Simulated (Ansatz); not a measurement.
## KF (Carobbiite): a many-body input that goes wrong, and its mend

What is wrong with this input for KF (Carobbiite)?

Calculated with Ansatz 0.2.0; G0W0 on PBE, plane waves, PAW; PAW set soft_1.

## 1. Set-up

The structure is cubic, space group Fm-3m (No. 225). Conventional cell: a = 5.344 Å, b = 5.344 Å, c = 5.344 Å, α = 90.00°, β = 90.00°, γ = 90.00°. Nearest to K lie 6 F at 2.67 Å. Nearest to F lie 6 K at 2.67 Å. Farther neighbours and most contacts between anions are not listed.

The cell and positions come from the Crystallography Open Database and are kept as given unless a step says otherwise.

## 2. First try

Contents of input.yaml:

```yaml
crystal:
  lattice:
    - [0.0, 2.67185, 2.67185]
    - [2.67185, 0.0, 2.67185]
    - [2.67185, 2.67185, 0.0]
  atoms:
    - { symbol: K, position: [0.0, 0.0, 0.0] }
    - { symbol: F, position: [0.5, 0.5, 0.5] }
kpoints:
  mp_grid: { grid: [4, 4, 4] }
hamiltonian:
  xc: pbe
  pseudopotentials: { kind: paw, azcp: { folder: soft_1 } }
scf:
  occupations: { method: fixed }
gw:
  n_empty_bands: 4
  ecut_chi: 40
  qp_bands: [v2, c2]
  qp_kpoints: band_edges
  screening: { model: contour_deformation }
```

Launch:

```sh
$ ansatz run input.yaml --threads 24 --pin off --max-ram 82944MiB --backend cuda --events-out ev --progress --plain --runs-dir out --devices 1 --max-vram 78GiB
```

Numbers of over 12 decimals in the logs are rounded to 6 here.

What it wrote:

```text
GPUs: using 1 of 1 available (devices: 1).
Engine: ansatz 0.2.0, aarch64-unknown-linux-gnu
Pseudopotentials: kind: paw
Pseudopotential: K, paw, valence charge 9, recommended cutoff 420 eV (normal), soft_1/K.paw.azcp
Pseudopotential: F, paw, valence charge 7, recommended cutoff 420 eV (normal), soft_1/F.paw.azcp
Functional definition: PBE
  parameter kappa = 0.804
  parameter beta = 0.066725
  exchange = pbe_x(kappa = kappa, mu = beta*pi^2/3)
  correlation = pbe_c(beta = beta)
device memory: the entry about to start is reckoned to put 1.7 GiB on a device that reports 180.7 GiB free (of which the cap on the GPU budget leaves the run 78.0 GiB)
GPU FFT provider: cuFFT
GPU libraries: cuBLAS 13.8.1, cuFFT 12.4.0, cuSOLVER 12.3.2
GPU matrix products: emulated (plane waves: as basis.precision tells), large ones in fixed point in workspaces of 1.00 GiB
Crystal: 2 atoms, lattice volume = 38.148 Å³
Basis set: ecut = 420 eV, 725 PW (Γ)
Bands: 12, of which v1, the nominal top of the filled ones, is band 8 counted from 1 (7 counted from 0)
Symmetry: 48 space group operations
Space group: Fm-3m (ITA 225), of the structure as read, at distance tolerance 3.4e-5 Å
k-points: 8 of 64
Non-local potential: K, projectors of the file, l = 0: 3, l = 1: 2, l = 2: 2
Non-local potential: F, projectors of the file, l = 0: 2, l = 1: 2, l = 2: 1
PAW form: soft (Blöchl's): semilocal exchange-correlation on the pseudo side does not see the compensation charge
PAW one-centre angular grid: K, 110 points (default); XC on 64 Gauss nodes
PAW one-centre angular grid: F, 110 points (default); XC on 64 Gauss nodes
Initial density: superposition of atomic densities (chi_scale 0.1, normalization cell, long waves kept (reshape's long-wave potential 0.00 eV rms))
Initial wavefunctions: pseudopotential atomic-orbital guess
GPU buffer pool allocated for 19683 grid points (all kernels)
GPU transforms: local potential and band sums: pruned to the plane-wave sphere, on 25×25×25
Functional: x = pbe(κ = 0.804, μ = 0.219515), c = pbe(β = 0.066725)
SCF iter   1: F=—  HF=-2351.881015 eV  |F-HF|=—  |Δ(HF+E_count)|=         —  Δρ=1.95e-1  dr2=1.26e1  ethr=3.10e-3  ⟨swp⟩=4.0  Hψ=521  notcnv=0  defer=10
preconditioner: auto → none  [insulator: Δε(μ)=2.264 eV  Ē_g=15.953 eV  n_scr=14 (ndim 8)  ℏωp=22.5 eV  f_vac=0.000  ε∞_Penn≈3.0]
SCF iter   2: F=—  HF=-2350.709943 eV  |F-HF|=—  |Δ(HF+E_count)|=    1.17e0  Δρ=1.64e-1  dr2=6.39e0  ethr=3.10e-3  ⟨swp⟩=3.9  Hψ=312  notcnv=0  defer=14
SCF iter   3: F=—  HF=-2348.794547 eV  |F-HF|=—  |Δ(HF+E_count)|=    1.92e0  Δρ=2.71e-2  dr2=2.19e-1  ethr=3.10e-3  ⟨swp⟩=3.0  Hψ=203  notcnv=0  defer=10
SCF iter   4: F=—  HF=-2348.805540 eV  |F-HF|=—  |Δ(HF+E_count)|=   1.10e-2  Δρ=1.20e-2  dr2=3.88e-2  ethr=1.37e-3  ⟨swp⟩=2.0  Hψ=234  notcnv=0  defer=14
SCF iter   5: F=—  HF=-2348.800172 eV  |F-HF|=—  |Δ(HF+E_count)|=   5.37e-3  Δρ=1.29e-3  dr2=5.86e-4  ethr=2.42e-4  ⟨swp⟩=2.0  Hψ=194  notcnv=0  defer=14
SCF iter   6: F=—  HF=-2348.800695 eV  |F-HF|=—  |Δ(HF+E_count)|=   5.23e-4  Δρ=4.56e-4  dr2=8.28e-5  ethr=3.66e-6  ⟨swp⟩=2.4  Hψ=149  notcnv=0  defer=14
SCF iter   7: F=—  HF=-2348.800719 eV  |F-HF|=—  |Δ(HF+E_count)|=   2.33e-5  Δρ=1.05e-4  dr2=4.61e-6  ethr=5.18e-7  ⟨swp⟩=2.1  Hψ=142  notcnv=0  defer=9
SCF iter   8: F=—  HF=-2348.800718 eV  |F-HF|=—  |Δ(HF+E_count)|=   3.80e-7  Δρ=2.44e-5  dr2=2.51e-7  ethr=2.88e-8  ⟨swp⟩=2.0  Hψ=119  notcnv=0  defer=13
SCF iter   9: F=-2348.800718 eV  HF=-2348.800718 eV  |F-HF|=4.12e-9  |Δ(HF+E_count)|=   5.97e-8  Δρ=3.47e-6  dr2=4.91e-9  ethr=6.25e-10  ⟨swp⟩=4.5  Hψ=422  notcnv=0
SCF 1 converged in 9 iterations: F = -2348.800718 eV  dr2 = 4.91e-9
[...]
device memory: the entry about to start is reckoned to put 2.7 GiB on a device that reports 180.7 GiB free (of which the cap on the GPU budget leaves the run 78.0 GiB)
NSCF: frozen V_eff on 8 k-points
[...]
device memory: the entry about to start is reckoned to put 1.8 GiB on a device that reports 180.0 GiB free (of which the cap on the GPU budget leaves the run 78.0 GiB)
NSCF: frozen V_eff on 8 k-points
G₀W₀ screening: q 1/8
[... further progress lines ...]
device memory: the entry about to start is reckoned to put 0.3 GiB on a device that reports 177.5 GiB free (of which the cap on the GPU budget leaves the run 78.0 GiB)
NSCF: frozen V_eff on 1 k-points
SCF converged after 9 iterations
Free energy (F): -2348.800718 eV
Harris-Foulkes:  -2348.800718 eV  (|F-HF|=4.12e-9)
Internal energy: -2348.800718 eV  (E = F + TS)
E sigma→0 (E₀):  -2348.800718 eV
Fermi energy:    1.451455 eV
--- Per-component energies (eV) ---
  E_band       = -125.307205
  E_kinetic    = 454.181866
  E_local      = -1116.488205  (includes V_loc(G=0)·N_el)
  E_nonlocal   = 99.668648
  E_hartree    = 402.680125
  E_xc         = -213.930181
  E_vxc        = -266.065242  (∫ρ·V_xc dr)
  E_paw        = -986.851731  (= ΣΔE_a)
  E_vpaw       = -101.963199  (= ΣTr[D̂ρ^β])
  E_aug_tail   = 0.000699  (compensation charges beyond the density's cutoff)
  E_ewald      = -988.061939
  E_smearing   = -0.000000  (= −TS)
  E_closure    = 0.000000  (closes the sum)
  Σ components = -2348.800718   (vs F -2348.800718, Δ=0.00e0)
--- Band table (eV; the first three rows and the last of 8) ---
  k-point 0: bands = [... 4 lower, -7.9215, 1.4515, 1.4515, 1.4515, 7.6335, 12.1282, 12.1282, 12.1282]
  k-point 1: bands = [... 4 lower, -7.9400, 1.0162, 1.2743, 1.2743, 9.1439, 11.5451, 12.8407, 12.8407]
  k-point 2: bands = [... 4 lower, -7.9580, 0.6625, 1.1046, 1.1046, 10.5313, 12.0605, 13.4876, 13.4876]
  k-point 7: bands = [... 4 lower, -8.0089, 1.0483, 1.2891, 1.2891, 11.1901, 11.1901, 12.6424, 14.7920]
--- G₀W₀: contour deformation, 4 samples at zero and on the imaginary axis and 2 off it, 64 q-points, 4 empty bands' worth ---
  eigenvalues of the whole cell's RPA ε∞ on this k-mesh (on a slab, of 1 + 4πα/V) = 1.6164, 1.6164, 1.6164; static W/v taken at q = 0 is 0.618649
  gw.qp_kpoints: band_edges: 8 of 8 stored k-points solved, in 1 pass; an edge of the gap read off the rows below is read off those points alone
  `?` marks the rows in doubt; gw_qp.tsv's column doubts and the gw_qp event give each row's grounds
    ik  band        ε_KS         Σx   Σc(E_QP)       V_xc       Z   E_QP_lin       E_QP  E_QP is
     0     7      1.4515   -30.8018     4.6703   -23.0049  0.7990    -1.8701    -1.6752  root ?
     0     8      1.4515   -30.8018     4.6703   -23.0049  0.7990    -1.8701    -1.6752  root ?
     0     9      7.6335    -4.8466    -1.6992    -8.8631  0.9138     9.9875     9.9508  root
     0    10     12.1282    -5.2811    -1.8227   -11.2100  0.9119    16.4254    16.2345  root ?
     1     7      1.2743   -30.3285     4.6811   -22.5312  0.7974    -2.0413    -1.8419  root ?
     1     8      1.2743   -30.3285     4.6811   -22.5312  0.7974    -2.0413    -1.8419  root ?
     1     9      9.1439    -6.2619    -1.6434   -10.3898  0.9069    11.6760    11.6283  root
     1    10     11.5451    -4.9989    -1.7649   -10.3011  0.9091    15.2133    15.0824  root ?
     2     7      1.1046   -29.9050     4.6967   -22.1003  0.7957    -2.2078    -2.0035  root ?
     2     8      1.1046   -29.9050     4.6967   -22.1003  0.7957    -2.2078    -2.0035  root ?
     2     9     10.5313    -7.2674    -1.6798   -11.9940  0.8983    13.6670    13.5781  root
     2    10     12.0605    -4.6935    -1.7511    -9.1056  0.9068    14.7959    14.7215  root
     3     7      1.4042   -30.6429     4.6482   -22.8704  0.7996    -1.9153    -1.7201  root ?
     3     8      1.4042   -30.6429     4.6482   -22.8704  0.7996    -1.9153    -1.7201  root ?
     3     9      9.4371    -5.7268    -1.6745   -10.0073  0.9093    12.0970    12.0429  root
     3    10     10.6302    -4.2336    -1.7279    -9.3558  0.9124    14.1301    14.0246  root ?
     4     7      1.2020   -30.0892     4.6355   -22.3404  0.7987    -2.1107    -1.9114  root ?
     4     8      1.2516   -30.2789     4.6626   -22.4987  0.7981    -2.0654    -1.8659  root ?
     4     9     10.5562    -5.2386    -1.7152   -10.1492  0.9070    13.8464    13.7516  root
     4    10     11.3895    -5.8108    -1.7369   -10.5663  0.9051    14.5011    14.4081  root
     5     7      1.1266   -29.9959     4.7000   -22.1851  0.7958    -2.1883    -1.9842  root ?
[...]
5     9     10.5739    -6.3232    -1.6945   -10.8214  0.9035    13.4502    13.3775  root
[...]
6     9      9.6678    -3.9090    -1.6920    -8.7064  0.9133    12.8527    12.7732  root
     6    10     11.7626    -6.1889    -1.6550   -11.8395  0.9185    15.9147    15.7582  root ?
     7     7      1.2891   -30.2276     4.5757   -22.5363  0.8016    -2.0210    -1.8265  root ?
     7     8      1.2891   -30.2276     4.5757   -22.5363  0.8016    -2.0210    -1.8265  root ?
     7     9     11.1901    -5.3723    -1.7551   -10.3780  0.9051    14.5482    14.4407  root ?
     7    10     11.1901    -5.3723    -1.7551   -10.3780  0.9051    14.5482    14.4407  root ?
```

The job ended after 1.8 s (1 × NVIDIA GB200 (shared by 2 runs) with 24 threads of Arm Neoverse V2, shared host; peak memory 1.1 GiB).

Reading the cycles: dr2 is the Hartree energy of the density residual (eV), the measure of convergence; HF is the Harris–Foulkes estimate of the energy, which meets the free energy F at convergence.

Q: What is the fault?

The run ended normally, though the input holds a fault or crude settings.

The fault: four empty bands in G0W0. The sums over empty states are cut off almost at the gap, so screening and correlation are far from complete.

It printed a gap of 11.63 eV, which is an artefact of the settings.

## 3. A better input

Now the one-shot GW correction: screening in the RPA, then the self-energy of the levels asked for. This step takes PAW set soft_1 files.

Changes to input.yaml since step 2:

```diff
@@ -9,3 +9,3 @@
 kpoints:
-  mp_grid: { grid: [4, 4, 4] }
+  mp_grid: { grid: [6, 6, 6] }
 hamiltonian:
@@ -16,4 +16,4 @@
 gw:
-  n_empty_bands: 4
-  ecut_chi: 40
+  n_empty_bands: 113
+  ecut_chi: 120
   qp_bands: [v2, c2]
```

What it wrote:

```text
GPUs: using 1 of 1 available (devices: 1).
[...]
Crystal: 2 atoms, lattice volume = 38.148 Å³
Basis set: ecut = 420 eV, 725 PW (Γ)
Bands: 12, of which v1, the nominal top of the filled ones, is band 8 counted from 1 (7 counted from 0)
[... 1 set-up line as in the run before ...]
[...]
k-points: 16 of 216
[...]
SCF iter   1: F=—  HF=-2351.883760 eV  |F-HF|=—  |Δ(HF+E_count)|=         —  Δρ=1.97e-1  dr2=1.28e1  ethr=3.10e-3  ⟨swp⟩=4.0  Hψ=1092  notcnv=0  defer=19
[...]
SCF iter   9: F=-2348.800704 eV  HF=-2348.800704 eV  |F-HF|=1.64e-9  |Δ(HF+E_count)|=   9.25e-8  Δρ=2.25e-6  dr2=1.90e-9  ethr=6.25e-10  ⟨swp⟩=4.2  Hψ=837  notcnv=0
SCF 1 converged in 9 iterations: F = -2348.800704 eV  dr2 = 1.90e-9
[...]
NSCF: frozen V_eff on 16 k-points, pencils in batches of 32, up to order 48
[...]
0     7      1.4513   -30.7850     5.4435   -23.0049  0.7879    -0.9557    -0.8853  root
     0     8      1.4513   -30.7850     5.4435   -23.0049  0.7879    -0.9557    -0.8853  root
     0     9      7.6335    -4.8718    -2.9543    -8.8631  0.8935     8.6757     8.6705  root
     0    10     12.1282    -5.2883    -3.5005   -11.2100  0.8815    14.5910    14.5494  root
     1     7      1.3618   -30.5440     5.4305   -22.7622  0.7877    -1.0618    -0.9895  root
     1     8      1.3618   -30.5440     5.4305   -22.7622  0.7877    -1.0618    -0.9895  root
     1     9      8.3753    -5.6782    -2.8988    -9.7045  0.8883     9.5092     9.5028  root
     1    10     11.7506    -5.0473    -3.3794   -10.5893  0.8820    13.9458    13.9133  root
[...]
15     7      1.2594   -30.1333     5.2711   -22.4698  0.7910    -1.2074    -1.1330  root
    15     8      1.3334   -30.3738     5.3360   -22.6669  0.7898    -1.1104    -1.0376  root
    15     9     10.4060    -4.6988    -3.1310    -9.5948  0.8857    12.1902    12.1710  root
    15    10     12.0721    -5.9538    -3.2236   -10.9959  0.8727    13.9164    13.8906  root
[key lines of the parts left out:]
SCF converged after 9 iterations
Free energy (F): -2348.800704 eV
Fermi energy:    1.451312 eV
```

The job ended after 3.4 s (1 × NVIDIA GB200 (shared by 2 runs) with 24 threads; peak memory 1.2 GiB; 11 s of CPU time).

Numbers from this step:

| Quantity | Value |
| --- | --- |
| bands summed | 121 |
| RPA ε∞ on this mesh (eigenvalues) | 1.902, 1.902, 1.902 |
| plane waves in the screening matrix | 113 |
| q-points in the mesh | 216 |
| G0W0 gap on the mesh | 9.556 eV |
| k of the valence top | 0, 0, 0 |
| k of the conduction bottom | 0, 0, 0 |
| starting gap on the mesh | 6.182 eV |
| Z at the valence top | 0.7879 |
| Z at the conduction bottom | 0.8935 |
| least direct G0W0 gap on the computed points | 9.556 eV |

The gap on the mesh goes from 6.18 eV to 9.56 eV, a correction of +3.37 eV. Between the two edge states, bare exchange in place of the xc potential would open the gap by 11.77 eV, and correlation takes back 8.40 eV.

## 4. What came out

- first try: converged after 1.8 s
- better run: G0W0 gap on the mesh 9.56 eV (6×6×6 mesh, 113 empty bands, screening to 120 eV, PAW set soft_1 files)

The second run differs in: mesh, empty bands and screening cutoff (eV). Bands and cutoff are finite, so the gap is not at the basis limit. The miss can reach some tenths of an eV and take either sign; the mesh is an error of its own.

[Paths, hosts, dates, memory and timing lines, banners, echoed tables and standing remarks are left out of the program output.]

[Logs are printed without paths, hosts, clocks, repeated set-up lines and the standing remarks that a program may print on its own settings, such as how far it seeks lower states.]

[Runs of the session that timed out or met a known fault of the program may be left out.]

[Cells called generated may have been cut or substituted from an entry of the Crystallography Open Database or the Materials Project.]

[Hosts, paths, dates, database ids (printed as entryN), source tags and the programs' standing remarks are cut or masked in the printed files.]
